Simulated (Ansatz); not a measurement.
# Grüneisen parameters and expansion of NaI (Fm-3m), part 3 of 4

Wanted: mode Grüneisen parameters of NaI and a free-energy fit over volumes.

Measurements to reproduce:
- volume expansion coefficient 135 1e-6/K near room temperature (given in “Descriptors for thermal expansion in solids”, 2017, arXiv:1701.03966)

Ansatz 0.2.0; DFT LDA, scalar-relativistic, plane waves, PAW.

So far, highest frequency (cm⁻¹): step 6 (lattice dynamics at this volume, V/V0 1) 181.

**9. Single point at a scaled cell, V/V0 0.985**

Symmetry fixes every atom, so a single point at the scaled cell gives the energy and pressure of this member.

The cell differs from the one that the last finished run ended in (a 4.448 → 4.404 Å, b 4.448 → 4.404 Å, c 4.448 → 4.404 Å).

The input, input.yaml:

```yaml
crystal:
  lattice:
    - [0.0, 3.1141432331, 3.1141432331]
    - [3.1141432331, 0.0, 3.1141432331]
    - [3.1141432331, 3.1141432331, 0.0]
  atoms:
    - { symbol: Na, position: [0.0, 0.0, 0.0] }
    - { symbol: I, position: [0.5, 0.5, 0.5] }
kpoints:
  mp_grid: { grid: [8, 8, 8] }
hamiltonian:
  xc: lda
scf:
  occupations: { method: fixed }
output:
  forces: true
  stress: true
  eigenvalues: true
```

Run with:

```
$ ansatz run input.yaml --threads 4 --pin off --max-ram 16384MiB --backend cpu --events-out ev --progress --plain --runs-dir out
```

Numbers of over 12 decimals in the logs are rounded to 6 here.

What it wrote:

```text
[...]
Crystal: 2 atoms, lattice volume = 60.401 Å³
Basis set: ecut = 420 eV, 1243 PW (Γ)
Bands: 17, of which v1, the nominal top of the filled ones, is band 13 counted from 1 (12 counted from 0)
Symmetry: 48 space group operations
[...]
k-points: 29 of 512
[...]
P = ⅓ Tr σ = 0.3256 GPa (3.256 kbar)
--- Band table (eV; the first three rows and the last of 29) ---
  k-point 0: bands = [... 9 lower, -7.5460, 3.9088, 3.9088, 3.9088, 7.5772, 11.7428, 11.7428, 11.7428]
  k-point 1: bands = [... 9 lower, -7.4871, 3.3262, 3.8500, 3.8500, 8.1722, 11.3568, 11.9233, 11.9233]
  k-point 2: bands = [... 9 lower, -7.3377, 2.3079, 3.7162, 3.7162, 8.8632, 11.5257, 11.8579, 11.8579]
  k-point 28: bands = [... 9 lower, -6.9896, 2.1442, 2.1442, 2.7259, 9.8189, 11.3908, 11.3908, 11.9079]
[key lines of the parts left out:]
SCF converged after 6 iterations
Free energy (F): -8825.010157 eV
Fermi energy:    3.908783 eV
```

The job ended after 0.51 s (4 threads of Arm Neoverse V2, shared host; peak memory 0.31 GiB; 1.5 s of CPU time).

The run ends at a pressure of 0.33 GPa.

**10. Lattice dynamics at this volume, V/V0 0.985**

The same q-mesh and k-mesh are kept at every volume, so that much of their error can cancel in the differences.

input.yaml, the sections that differ from step 9:

```yaml
output:
  eigenvalues: true
phonons:
  method: dfpt
  dielectric: true
  rigid_motions: translations
  qmesh: [4, 4, 4]
  temperatures: { t_max: 1000, t_step: 50 }
  qpath:
    path:
      - [[0.0, 0.0, 0.0], [0.5, 0.0, 0.5], [0.625, 0.25, 0.625]]
      - [[0.375, 0.375, 0.75], [0.0, 0.0, 0.0], [0.5, 0.5, 0.5], [0.5, 0.25, 0.75], [0.5, 0.0, 0.5]]
    npoints: 10
# crystal, kpoints, hamiltonian, scf: as in step 9
```

What it wrote:

```text
[...]
Crystal: 2 atoms, lattice volume = 60.401 Å³
Basis set: ecut = 420 eV, 1243 PW (Γ), exchange–correlation on 60×60×60 points (8 copies of the dense FFT grid, shifted against one another)
Bands: 17, of which v1, the nominal top of the filled ones, is band 13 counted from 1 (12 counted from 0)
Symmetry: 48 space group operations
k-points: 59 of 512 (irreducible under 8 space group operations, time reversal used)
[...]
optical modes at Γ + LO–TO along q̂ = [0.0000, 1.0000, 0.0000]:
      ω (cm⁻¹)  modes    IR ((D/Å)²/amu)
        135.96      2             3.1776
        183.93      1             1.5888
  optical modes at Γ + LO–TO along q̂ = [0.0000, 0.0000, 1.0000]:
      ω (cm⁻¹)  modes    IR ((D/Å)²/amu)
        135.96      2             3.1776
        183.93      1             1.5888
--- Phonons (arbitrary-q DFPT): 8 irreducible q on the 4×4×4 mesh ---
[...]
interpolated dispersion: 63 rows × 6 modes
[...]
[key lines of the parts left out:]
SCF converged after 7 iterations
Free energy (F): -8825.010158 eV
Fermi energy:    3.908775 eV
```

The job ended after 95 s (4 threads; peak memory 1.3 GiB).

No mode is imaginary beyond numerical noise at the solved wavevectors. The highest zone-centre mode (no LO–TO term) moved by +3.9 % for a volume change of -1.5 %.

**11. Single point at a scaled cell, V/V0 1.03**

Symmetry fixes every atom, so a single point at the scaled cell gives the energy and pressure of this member.

The cell differs from the one that the last finished run ended in (a 4.404 → 4.470 Å, b 4.404 → 4.470 Å, c 4.404 → 4.470 Å).

input.yaml, the sections that differ from step 10:

```yaml
crystal:
  lattice:
    - [0.0, 3.1608623382, 3.1608623382]
    - [3.1608623382, 0.0, 3.1608623382]
    - [3.1608623382, 3.1608623382, 0.0]
  atoms:
    - { symbol: Na, position: [0.0, 0.0, 0.0] }
    - { symbol: I, position: [0.5, 0.5, 0.5] }
output:
  forces: true
  stress: true
  eigenvalues: true
# kpoints, hamiltonian, scf: as in step 10
# phonons: removed
```

What it wrote:

```text
[...]
Crystal: 2 atoms, lattice volume = 63.161 Å³
Basis set: ecut = 420 eV, 1243 PW (Γ)
Bands: 17, of which v1, the nominal top of the filled ones, is band 13 counted from 1 (12 counted from 0)
Symmetry: 48 space group operations
[...]
k-points: 29 of 512
[...]
--- Band table (eV; the first three rows and the last of 29) ---
  k-point 0: bands = [... 9 lower, -7.8674, 3.4506, 3.4506, 3.4506, 6.9803, 11.2905, 11.2905, 11.2905]
  k-point 1: bands = [... 9 lower, -7.8152, 2.9066, 3.3975, 3.3975, 7.5556, 10.8994, 11.4588, 11.4588]
  k-point 2: bands = [... 9 lower, -7.6836, 1.9550, 3.2760, 3.2760, 8.2968, 10.9518, 11.3654, 11.3654]
  k-point 28: bands = [... 9 lower, -7.3784, 1.8167, 1.8167, 2.3582, 9.2542, 10.8789, 10.8789, 11.3365]
[key lines of the parts left out:]
SCF converged after 6 iterations
Free energy (F): -8825.007711 eV
Fermi energy:    3.450574 eV
P = ⅓ Tr σ = -0.5722 GPa (-5.722 kbar)
```

The job ended after 0.52 s (4 threads; peak memory 0.32 GiB).

The run ends at a pressure of -0.57 GPa.

**12. Lattice dynamics at this volume, V/V0 1.03**

Phonons at this volume give one point of F(V, T); meshes stay fixed along the series.

input.yaml, the sections that differ from step 11:

```yaml
output:
  eigenvalues: true
phonons:
  method: dfpt
  dielectric: true
  rigid_motions: translations
  qmesh: [4, 4, 4]
  temperatures: { t_max: 1000, t_step: 50 }
  qpath:
    path:
      - [[0.0, 0.0, 0.0], [0.5, 0.0, 0.5], [0.625, 0.25, 0.625]]
      - [[0.375, 0.375, 0.75], [0.0, 0.0, 0.0], [0.5, 0.5, 0.5], [0.5, 0.25, 0.75], [0.5, 0.0, 0.5]]
    npoints: 10
# crystal, kpoints, hamiltonian, scf: as in step 11
```

What it wrote:

```text
[...]
Crystal: 2 atoms, lattice volume = 63.161 Å³
Basis set: ecut = 420 eV, 1243 PW (Γ), exchange–correlation on 60×60×60 points (8 copies of the dense FFT grid, shifted against one another)
Bands: 17, of which v1, the nominal top of the filled ones, is band 13 counted from 1 (12 counted from 0)
Symmetry: 48 space group operations
k-points: 59 of 512 (irreducible under 8 space group operations, time reversal used)
[...]
optical modes at Γ + LO–TO along q̂ = [0.0000, 1.0000, 0.0000]:
      ω (cm⁻¹)  modes    IR ((D/Å)²/amu)
        121.03      2             3.2887
        173.70      1             1.6443
  optical modes at Γ + LO–TO along q̂ = [0.0000, 0.0000, 1.0000]:
      ω (cm⁻¹)  modes    IR ((D/Å)²/amu)
        121.03      2             3.2887
        173.70      1             1.6443
--- Phonons (arbitrary-q DFPT): 8 irreducible q on the 4×4×4 mesh ---
[...]
interpolated dispersion: 63 rows × 6 modes
[...]
[key lines of the parts left out:]
SCF converged after 8 iterations
Free energy (F): -8825.007711 eV
Fermi energy:    3.450610 eV
```

It took 97 s on 4 threads; peak memory 1.3 GiB; 6.3 min of CPU time.

No mode is imaginary beyond numerical noise at the solved wavevectors. The highest zone-centre mode (no LO–TO term) moved by -7.5 % for a volume change of +3.0 %.

**13. Single point at a scaled cell, V/V0 0.97**

Symmetry fixes every atom, so a single point at the scaled cell gives the energy and pressure of this member.

The cell differs from the one that the last finished run ended in (a 4.470 → 4.382 Å, b 4.470 → 4.382 Å, c 4.470 → 4.382 Å).

input.yaml, the sections that differ from step 12:

```yaml
crystal:
  lattice:
    - [0.0, 3.0982544708, 3.0982544708]
    - [3.0982544708, 0.0, 3.0982544708]
    - [3.0982544708, 3.0982544708, 0.0]
  atoms:
    - { symbol: Na, position: [0.0, 0.0, 0.0] }
    - { symbol: I, position: [0.5, 0.5, 0.5] }
output:
  forces: true
  stress: true
  eigenvalues: true
# kpoints, hamiltonian, scf: as in step 12
# phonons: removed
```

What it wrote:

```text
[...]
Crystal: 2 atoms, lattice volume = 59.481 Å³
Basis set: ecut = 420 eV, 1211 PW (Γ)
Bands: 17, of which v1, the nominal top of the filled ones, is band 13 counted from 1 (12 counted from 0)
Symmetry: 48 space group operations
[...]
k-points: 29 of 512
[...]
--- Band table (eV; the first three rows and the last of 29) ---
  k-point 0: bands = [... 9 lower, -7.4326, 4.0721, 4.0721, 4.0721, 7.7910, 11.9026, 11.9026, 11.9026]
  k-point 1: bands = [... 9 lower, -7.3711, 3.4759, 4.0113, 4.0113, 8.3924, 11.5186, 12.0874, 12.0874]
  k-point 2: bands = [... 9 lower, -7.2152, 2.4337, 3.8729, 3.8729, 9.0624, 11.7312, 12.0318, 12.0318]
  k-point 28: bands = [... 9 lower, -6.8513, 2.2605, 2.2605, 2.8566, 10.0189, 11.5714, 11.5714, 12.1099]
[key lines of the parts left out:]
SCF converged after 6 iterations
Free energy (F): -8825.007285 eV
Fermi energy:    4.072130 eV
P = ⅓ Tr σ = 0.6807 GPa (6.807 kbar)
```

Elapsed: 0.47 s, on 4 threads; peak memory 0.31 GiB.

The run ends at a pressure of 0.68 GPa.

**14. Lattice dynamics at this volume, V/V0 0.97**

Phonons at this volume give one point of F(V, T); meshes stay fixed along the series.

input.yaml, the sections that differ from step 13:

```yaml
output:
  eigenvalues: true
phonons:
  method: dfpt
  dielectric: true
  rigid_motions: translations
  qmesh: [4, 4, 4]
  temperatures: { t_max: 1000, t_step: 50 }
  qpath:
    path:
      - [[0.0, 0.0, 0.0], [0.5, 0.0, 0.5], [0.625, 0.25, 0.625]]
      - [[0.375, 0.375, 0.75], [0.0, 0.0, 0.0], [0.5, 0.5, 0.5], [0.5, 0.25, 0.75], [0.5, 0.0, 0.5]]
    npoints: 10
# crystal, kpoints, hamiltonian, scf: as in step 13
```

What it wrote:

```text
[...]
Crystal: 2 atoms, lattice volume = 59.481 Å³
Basis set: ecut = 420 eV, 1211 PW (Γ), exchange–correlation on 60×60×60 points (8 copies of the dense FFT grid, shifted against one another)
Bands: 17, of which v1, the nominal top of the filled ones, is band 13 counted from 1 (12 counted from 0)
Symmetry: 48 space group operations
k-points: 59 of 512 (irreducible under 8 space group operations, time reversal used)
[...]
optical modes at Γ + LO–TO along q̂ = [0.0000, 1.0000, 0.0000]:
      ω (cm⁻¹)  modes    IR ((D/Å)²/amu)
        141.17      2             3.1380
        187.60      1             1.5690
  optical modes at Γ + LO–TO along q̂ = [0.0000, 0.0000, 1.0000]:
      ω (cm⁻¹)  modes    IR ((D/Å)²/amu)
        141.17      2             3.1380
        187.60      1             1.5690
--- Phonons (arbitrary-q DFPT): 8 irreducible q on the 4×4×4 mesh ---
[...]
interpolated dispersion: 63 rows × 6 modes
[...]
[key lines of the parts left out:]
SCF converged after 8 iterations
Free energy (F): -8825.007286 eV
Fermi energy:    4.072083 eV
```

Elapsed: 88 s, on 4 threads; peak memory 1.3 GiB; 5.6 min of CPU time.

LO-TO term included. Phonon branches along the path, in cm⁻¹:

```
    point  branch 1  branch 2  branch 3  branch 4  branch 5  branch 6
        Γ         0         0         0       141       141       188
  halfway        29        29        76       144       144       159
        X        37        37        56       146       146       153
  halfway        41        47        56       145       148       152
        U        51        54        66       142       151       153
jump to K        51        54        66       142       151       153
  halfway        35        54        71       133       147       177
        Γ         0         0         0       141       141       188
  halfway        42        42        60       138       138       188
        L        61        61        85       134       134       188
  halfway        57        61        75       138       143       167
        W        50        50        71       145       150       150
  halfway        42        55        56       146       148       152
        X        37        37        56       146       146       153
```

The phonon branches as a text plot (rows in cm⁻¹):

```
    184 |***                     *******************
    176 |   *                   *                   **
    168 |    **              ***                      *
    160 |      *           **                          **
    153 |       ************                             ********
    145 |****************** *************            ************
    137 |                  ****  *****   ***************
    129 |                      **
    121 |
    113 |
    106 |
     98 |
     90 |
     82 |       *           ***                ******
     74 |      * *         *   **             *      *******
     66 |    **   **      *                  *              *
     59 |           ****** ***** *          *  **********    ****
     51 |   *          ******   * **       * **         *******
     43 |              **    *** *          *               ****
     35 |  *    *******         * ***     **                   **
     27 |    ***                 *  *    **
     20 | * *                     ** *   *
     12 |  *                        **  *
      4 |**                           **
         Γ           X  U|K            Γ         L        W     X
```

No mode is imaginary beyond numerical noise at the solved wavevectors. The highest zone-centre mode (no LO–TO term) moved by +7.9 % for a volume change of -3.0 %.

**15. A cell at another volume, V/V0 1.05**

Symmetry fixes every atom, so a single point at the scaled cell gives the energy and pressure of this member.

The cell differs from the one that the last finished run ended in (a 4.382 → 4.499 Å, b 4.382 → 4.499 Å, c 4.382 → 4.499 Å).

input.yaml, the sections that differ from step 14:

```yaml
crystal:
  lattice:
    - [0.0, 3.1811899859, 3.1811899859]
    - [3.1811899859, 0.0, 3.1811899859]
    - [3.1811899859, 3.1811899859, 0.0]
  atoms:
    - { symbol: Na, position: [0.0, 0.0, 0.0] }
    - { symbol: I, position: [0.5, 0.5, 0.5] }
output:
  forces: true
  stress: true
  eigenvalues: true
  write_density: true
  write_potential: true
  elf: true
  volumetric_format: npy
# kpoints, hamiltonian, scf: as in step 14
# phonons: removed
```

What it wrote:

```text
[...]
Crystal: 2 atoms, lattice volume = 64.387 Å³
Basis set: ecut = 420 eV, 1243 PW (Γ)
Bands: 17, of which v1, the nominal top of the filled ones, is band 13 counted from 1 (12 counted from 0)
Symmetry: 48 space group operations
[...]
k-points: 29 of 512
[...]
--- Band table (eV; the first three rows and the last of 29) ---
  k-point 0: bands = [... 9 lower, -8.0017, 3.2611, 3.2611, 3.2611, 6.7347, 11.1015, 11.1015, 11.1015]
  k-point 1: bands = [... 9 lower, -7.9522, 2.7332, 3.2102, 3.2102, 7.3011, 10.7085, 11.2647, 11.2647]
  k-point 2: bands = [... 9 lower, -7.8278, 1.8092, 3.0938, 3.0938, 8.0593, 10.7155, 11.1596, 11.1596]
  k-point 28: bands = [... 9 lower, -7.5395, 1.6808, 1.6808, 2.2057, 9.0189, 10.6646, 10.6646, 11.0981]
[key lines of the parts left out:]
SCF converged after 6 iterations
Free energy (F): -8825.002032 eV
Fermi energy:    3.261066 eV
P = ⅓ Tr σ = -0.9014 GPa (-9.014 kbar)
```

The job ended after 0.65 s (4 threads; peak memory 0.32 GiB).

The run ends at a pressure of -0.90 GPa.

**16. Phonons, V/V0 1.05**

The same q-mesh and k-mesh are kept at every volume, so that much of their error can cancel in the differences.

input.yaml, the sections that differ from step 15:

```yaml
output:
  eigenvalues: true
phonons:
  method: dfpt
  dielectric: true
  rigid_motions: translations
  qmesh: [4, 4, 4]
  temperatures: { t_max: 1000, t_step: 50 }
  qpath:
    path:
      - [[0.0, 0.0, 0.0], [0.5, 0.0, 0.5], [0.625, 0.25, 0.625]]
      - [[0.375, 0.375, 0.75], [0.0, 0.0, 0.0], [0.5, 0.5, 0.5], [0.5, 0.25, 0.75], [0.5, 0.0, 0.5]]
    npoints: 10
# crystal, kpoints, hamiltonian, scf: as in step 15
```

What it wrote:

```text
[...]
Crystal: 2 atoms, lattice volume = 64.387 Å³
Basis set: ecut = 420 eV, 1243 PW (Γ), exchange–correlation on 64×64×64 points (8 copies of the dense FFT grid, shifted against one another)
Bands: 17, of which v1, the nominal top of the filled ones, is band 13 counted from 1 (12 counted from 0)
Symmetry: 48 space group operations
k-points: 59 of 512 (irreducible under 8 space group operations, time reversal used)
[...]
optical modes at Γ + LO–TO along q̂ = [0.0000, 1.0000, 0.0000]:
      ω (cm⁻¹)  modes    IR ((D/Å)²/amu)
        114.66      2             3.3344
        169.52      1             1.6672
  optical modes at Γ + LO–TO along q̂ = [0.0000, 0.0000, 1.0000]:
      ω (cm⁻¹)  modes    IR ((D/Å)²/amu)
        114.66      2             3.3344
        169.52      1             1.6672
--- Phonons (arbitrary-q DFPT): 8 irreducible q on the 4×4×4 mesh ---
[...]
interpolated dispersion: 63 rows × 6 modes
[...]
[key lines of the parts left out:]
SCF converged after 7 iterations
Free energy (F): -8825.002033 eV
Fermi energy:    3.261042 eV
```

Wall time 1.7 min (4 threads); peak memory 1.4 GiB; 6.6 min of CPU time.

LO-TO term included. Phonon branches along the path, in cm⁻¹:

```
    point  branch 1  branch 2  branch 3  branch 4  branch 5  branch 6
        Γ         0         0         0       115       115       170
  halfway        29        29        64       117       117       141
        X        37        37        57       118       118       124
  halfway        40        46        57       118       122       124
        U        46        55        60       116       123       130
jump to K        46        55        60       116       123       130
  halfway        35        44        61       109       120       159
        Γ         0         0         0       115       115       170
  halfway        35        35        53       113       113       170
        L        50        50        75       112       112       171
  halfway        50        55        67       114       117       147
        W        51        51        60       122       122       125
  halfway        42        51        56       120       122       124
        X        37        37        57       118       118       124
```

The phonon branches as a text plot (rows in cm⁻¹):

```
    167 |***                      ******************
    160 |   *                   **                  *
    153 |    **                *                     *
    146 |                    **                       *
    139 |      *           **                          *
    132 |       *        **                             *
    124 |        ***********                             ********
    117 |**********************************         ******  *****
    110 |                   *********      ***********
    103 |
     96 |
     89 |
     82 |
     75 |                                       *****
     68 |      *****       *****              **     ***
     60 |           ***  **     *            *          ****   **
     53 |    **        ********  *          *    **************
     46 |   *          * ********          *  ***          ****
     39 |         *******      * ***         *                ***
     32 |  *   ***              *****     ***
     25 |    **                   **     **
     18 | * *                       **   *
     11 | **                         *  *
      4 |*                            **
         Γ           X  U|K            Γ         L        W     X
```

No mode is imaginary beyond numerical noise at the solved wavevectors. The highest zone-centre mode (no LO–TO term) moved by -12.4 % for a volume change of +5.0 %.

(Part 3 of 4 ends here.)

[Logs are printed without paths, hosts, clocks, repeated set-up lines and the standing remarks that a program may print on its own settings, such as how far it seeks lower states.]

[Hosts, paths, dates, database ids (printed as entryN), source tags and the programs' standing remarks are cut or masked in the printed files.]

[A step with changed settings may run another functional than the one named; its input shows which.]

[Of the runs on displaced cells, only some may be shown.]
